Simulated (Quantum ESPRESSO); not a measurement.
**Nickel: energy against a fixed spin moment**

Aim: the energy of Nickel as a function of the total spin moment of its primitive cell.

Program: Quantum ESPRESSO 7.5. Level of theory: LDA; plane waves with GBRV 1.5 LDA potentials, no spin-orbit coupling. Results are calculated unless marked as measured.

This is a report of a sequence of runs, with most program output left out.

## 1. The structure

It takes space group Fm-3m (No. 225, cubic). The conventional cell has a = 3.524 Å, b = 3.524 Å, c = 3.524 Å, α = 90.00°, β = 90.00°, γ = 90.00°. Ni has 12 Ni at 2.49 Å nearest.

The cell comes from the Crystallography Open Database.

## 2. The free run

File pw.in:

```
&CONTROL
  calculation = 'scf'
  prefix = 'pwscf'
  outdir = './tmp'
  pseudo_dir = './pseudo'
  disk_io = 'nowf'
/
&SYSTEM
  ibrav = 0
  celldm(1) = 8
  nat = 1
  ntyp = 1
  ecutwfc = 40
  ecutrho = 280
  nbnd = 15
  occupations = 'smearing'
  smearing = 'fd'
  degauss = 0.00734986
  nspin = 2
  starting_magnetization(1) = 0.0556
/
&ELECTRONS
  conv_thr = 2d-09
  electron_maxstep = 150
  mixing_beta = 0.3
/
ATOMIC_SPECIES
Ni     58.6934 ni_lda_v1.4.uspp.F.UPF
CELL_PARAMETERS alat
   0.0000000000000    0.4161968249241    0.4161968249241
   0.4161968249241    0.0000000000000    0.4161968249241
   0.4161968249241    0.4161968249241    0.0000000000000
ATOMIC_POSITIONS crystal
Ni      0.0000000000    0.0000000000    0.0000000000
K_POINTS automatic
14 14 14 0 0 0
```

Run with:

```sh
$ OMP_NUM_THREADS=1 mpirun -n 2 pw.x -nk 2 -in pw.in > pw.out
```

Run time: 5.5 s. Hardware: 2 MPI ranks of Arm Neoverse V2, shared host; peak memory 0.15 GiB; 11 s of CPU time.

Spin moment in the atom's sphere by atom:

```
atom  spin moment in the atom's sphere (μB)
 Ni1                                  0.636
```

This step gave:

```yaml
smearing_term_ts: 0.05814 eV
magnetization: 0.605 μB
absolute_magnetization: 0.678 μB
final_state: ferromagnetic
```

## 3. Moment fixed at 0 μB

The two spin channels are filled to separate Fermi energies, so that the total moment meets the target. Half of the up one less the down one is the slope dE/dM.

pw.in, as its differences from that of step 2:

```diff
@@ -14,3 +14,3 @@
   ecutrho = 280
-  nbnd = 15
+  nbnd = 16
   occupations = 'smearing'
@@ -19,3 +19,4 @@
   nspin = 2
-  starting_magnetization(1) = 0.0556
+  starting_magnetization(1) = 0.0028
+  tot_magnetization = 0
 /
```

Elapsed: 5 s, on 2 MPI ranks; peak memory 0.15 GiB.

Read from the output:

```yaml
magnetization: 0 μB
absolute_magnetization: 0 μB
half_the_difference_of_the_two_fermi_energies: 0 meV
largest_moment: 0 μB
```

## 4. Moment fixed at 0.12 μB

pw.in, as its differences from that of step 3:

```diff
@@ -19,4 +19,4 @@
   nspin = 2
-  starting_magnetization(1) = 0.0028
-  tot_magnetization = 0
+  starting_magnetization(1) = 0.0067
+  tot_magnetization = 0.12
 /
```

Wall time 5.8 s (2 MPI ranks); peak memory 0.15 GiB.

Spin moment in the atom's sphere by atom:

```
atom  spin moment in the atom's sphere (μB)
 Ni1                                  0.128
```

Read from the output:

```
magnetization                                 : 0.12 μB
absolute magnetization                        : 0.138 μB
half the difference of the two Fermi energies : -30.9 meV
```

## 5. Moment fixed at 0.241 μB

pw.in, as its differences from that of step 4:

```diff
@@ -19,4 +19,4 @@
   nspin = 2
-  starting_magnetization(1) = 0.0067
-  tot_magnetization = 0.12
+  starting_magnetization(1) = 0.0134
+  tot_magnetization = 0.241
 /
```

The job ended after 4.9 s (2 MPI ranks; peak memory 0.15 GiB; 9.8 s of CPU time).

Read from the output:

```
magnetization                                 : 0.241 μB
absolute magnetization                        : 0.277 μB
half the difference of the two Fermi energies : -58.9 meV
largest moment                                : 0.2561 μB
```

## 6. A faulty input

As a test, an input with a fault in it is run.

File pw.in:

```
&CONTROL
  calculation = 'scf'
  prefix = 'pwscf'
  outdir = './tmp'
  pseudo_dir = './pseudo'
  disk_io = 'nowf'
/
&SYSTEM
  ibrav = 0
  nat = 1
  ntyp = 2
  ecutwfc = 40
  ecutrho = 280
  nbnd = 15
  occupations = 'smearing'
  smearing = 'fd'
  degauss = 0.00734986
  nspin = 2
  starting_magnetization(1) = 0.0556
/
&ELECTRONS
  conv_thr = 2d-09
  electron_maxstep = 50
  mixing_beta = 0.3
/
ATOMIC_SPECIES
Ni     58.6934 ni_lda_v1.4.uspp.F.UPF
CELL_PARAMETERS angstrom
   0.0000000000    1.7619350000    1.7619350000
   1.7619350000    0.0000000000    1.7619350000
   1.7619350000    1.7619350000    0.0000000000
ATOMIC_POSITIONS crystal
Ni      0.0000000000    0.0000000000    0.0000000000
K_POINTS automatic
14 14 14 0 0 0
```

Wall time 0.73 s (2 MPI ranks); peak memory 0.04 GiB.

The input was rejected at the start.

The program's message: “card_atomic_species (5010): cannot read atomic specie from: CELL_PARAMETERS angstrom”

The fault put into the input: a wrong number of types.

## 7. All moments

The runs not shown differ in the target, the start and the number of states alone. The point at 0.60 μB is the free run, entered with slope zero.

The energy over the lowest by total spin moment:

```
total spin moment (μB a cell)  energy over the lowest (meV a cell)
                        0.000                                 29.8
                        0.120                                 27.9
                        0.241                                 22.4
                        0.361                                 14.1
                        0.482                                 4.72
                        0.602                              0.00239
                        0.605                                    0
                        0.723                                 4.91
                        0.843                                 28.4
                        0.964                                 74.7
                        1.084                                  142
                        1.205                                  238
```

dE/dM against total spin moment:

```
total spin moment (μB a cell)  dE/dM (meV/μB)
                        0.000         -0.0153
                        0.120           -30.9
                        0.241           -58.9
                        0.361           -77.6
                        0.482           -69.5
                        0.602           -1.76
                        0.605               0
                        0.723            93.0
                        0.843             302
                        0.964             461
                        1.084             665
                        1.205             948
```

Table of largest site moment by total spin moment:

```
total spin moment (μB a cell)  largest site moment (μB)
                        0.000                    5.4e-6
                        0.120                     0.128
                        0.241                     0.256
                        0.361                     0.383
                        0.482                     0.511
                        0.602                     0.633
                        0.605                     0.636
                        0.723                     0.753
                        0.843                     0.863
                        0.964                     0.974
                        1.084                      1.08
                        1.205                      1.18
```

## 8. What came out

```
moment of the free run                              : 0.60 μB a cell
energy at zero total moment                         : 29.8 meV a cell over the lowest
ΔE/ΔM² from the lowest point to 0.84 and to 0.36 μB : 500 and 237 meV/μB²
```

In words: At zero total moment the site moments vanish, so the 30 meV a cell is the energy of forming them. The points show one minimum alone. The cell holds one seeded atom, so opposed orders, which may lie lower, cannot form in it. Energies are free energies at an electronic temperature of 1160 K, which lowers moments and differences where the moments are itinerant.

[Logs and program files are shortened in this print: banners, set-up blocks, solver, clock and traceback lines can be left out without a mark of their own.]

[Logs are printed without paths, hosts, clocks, repeated set-up lines and the standing remarks that a program may print on its own settings, such as how far it seeks lower states.]

[Hosts, paths, dates, database ids (printed as entryN), source tags and the programs' standing remarks are cut or masked in the printed files.]

[Where a cell is said to come from a database of computed structures, the database is the Materials Project.]
